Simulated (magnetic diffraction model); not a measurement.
# Solving a magnetic structure from powder neutron data: NdS3N

Space group Pnma (no. 62), a = 6.9750 Å, b = 6.2170 Å, c = 9.9210 Å.

| site | atom | x | y | z |
| --- | --- | --- | --- | --- |
| 4c | Nd | 0.7465 | 3/4 | 0.4167 |
| 4c | S | 0.5984 | 3/4 | 0.9303 |
| 8d | S | 0.4086 | 0.4739 | 0.3233 |
| 4c | N | 0.5847 | 3/4 | 0.7576 |

The compound is invented for this exercise: a known structure type with other elements, its cell scaled to their sizes and not relaxed.

Only Nd is taken to order (form factors of Nd3+); orders and moment sizes are assumed, and not adapted to the symmetry. Radiation: neutrons of λ = 2.36 Å, 3° to 55°; isotropic B of 0.33 Å² (Nd), 0.61 Å² (S) and 0.61 Å² (N). Simulated constant-wavelength pattern: nuclear and magnetic terms add, the magnetic one as |2.695 fm × Σ f S⊥ exp(2πi Q·r) exp(−B s²)|², summed over all Q at one angle with the factor 1/(sin²θ cos θ). For collinear order S is the moment m, which repeats by lattice and centring translations R with the sign exp(−2πi k·R). Free-ion form factors, Sears's scattering lengths of 1992, no absorption; a label names one of the reflections at its angle. The strongest nuclear line in the range is 100, and lines under 0.2 are left out.

Above the ordering temperature:

```csv
2θ (°),index,I
25.89,(0 1 1),74.5
27.52,(0 0 2),29.2
32.60,(1 1 1),45.4
33.94,(1 0 2),27.6
40.75,(1 1 2),4.8
42.03,(2 0 1),100.0
44.62,(0 2 0),50.0
45.65,(2 1 0),65.8
46.52,(1 0 3),7.5
47.68,(0 1 3),87.3
47.88,(2 1 1),69.5
48.86,(2 0 2),34.0
51.23,(1 2 1),14.0
54.14,(2 1 2),30.8
```

Below it (cell unchanged):

```tsv
2θ (°)	I
25.89	83.5
27.52	30.8
32.60	77.1
33.94	36.1
39.55	6.3
40.75	4.8
42.03	100.0
44.62	57.4
45.65	65.8
46.52	7.5
47.68	93.5
47.88	74.1
48.86	35.7
51.23	14.0
53.23	2.1
54.14	30.8
```

**Question.** Find the propagation vector, then choose among these models:
A. collinear moments along [111], 2.2 μB on Nd; signs + at (0.7465, 3/4, 0.4167), + at (0.7535, 1/4, 0.9167), + at (0.2465, 3/4, 0.0833), + at (0.2535, 1/4, 0.5833)
B. collinear moments along [111], 2.2 μB on Nd; signs + at (0.7465, 3/4, 0.4167), − at (0.7535, 1/4, 0.9167), − at (0.2465, 3/4, 0.0833), + at (0.2535, 1/4, 0.5833)
C. collinear moments along [101], 2.2 μB on Nd; signs + at (0.7465, 3/4, 0.4167), − at (0.7535, 1/4, 0.9167), − at (0.2465, 3/4, 0.0833), + at (0.2535, 1/4, 0.5833)
D. collinear moments along [101], 2.2 μB on Nd; signs + at (0.7465, 3/4, 0.4167), + at (0.7535, 1/4, 0.9167), + at (0.2465, 3/4, 0.0833), + at (0.2535, 1/4, 0.5833)

No line moves, and magnetic intensity falls on nuclear lines such as the one at 32.60°; new lines at (2 0 0) and (0 2 2) have whole indices that obey the lattice centring, at places with no nuclear intensity to speak of, so the magnetic cell equals the chemical primitive cell: k = 0.

Magnetic intensity, observed (below minus above) and for each model:

| 2θ (°) | index | observed | A | B | C | D |
| --- | --- | --- | --- | --- | --- | --- |
| 13.66 | (0 0 1) | <0.2 | <0.2 | 28.2 | 19.9 | <0.2 |
| 25.89 | (0 1 1) | 9.0 | 7.8 | <0.2 | <0.2 | 9.0 |
| 29.46 | (1 1 0) | <0.2 | <0.2 | 26.2 | 29.1 | <0.2 |
| 32.60 | (1 1 1) | 31.7 | 29.8 | <0.2 | <0.2 | 31.7 |
| 33.94 | (1 0 2) | 8.5 | 10.8 | <0.2 | <0.2 | 8.5 |
| 35.44 | (0 1 2) | <0.2 | <0.2 | 10.5 | 10.4 | <0.2 |
| 46.88 | (0 2 1) | <0.2 | <0.2 | 7.6 | 9.4 | <0.2 |
| 54.14 | (2 1 2) | <0.2 | <0.2 | 10.1 | 9.5 | <0.2 |

Model D matches.

The absence at (0 0 1) is telling: the sublattices cancel there.

The structure used: k = (0 0 0), collinear moments along [101], 2.2 μB on Nd; signs + at (0.7465, 3/4, 0.4167), + at (0.7535, 1/4, 0.9167), + at (0.2465, 3/4, 0.0833), + at (0.2535, 1/4, 0.5833).

[Logs are printed without paths, hosts, clocks, repeated set-up lines and the standing remarks that a program may print on its own settings, such as how far it seeks lower states.]
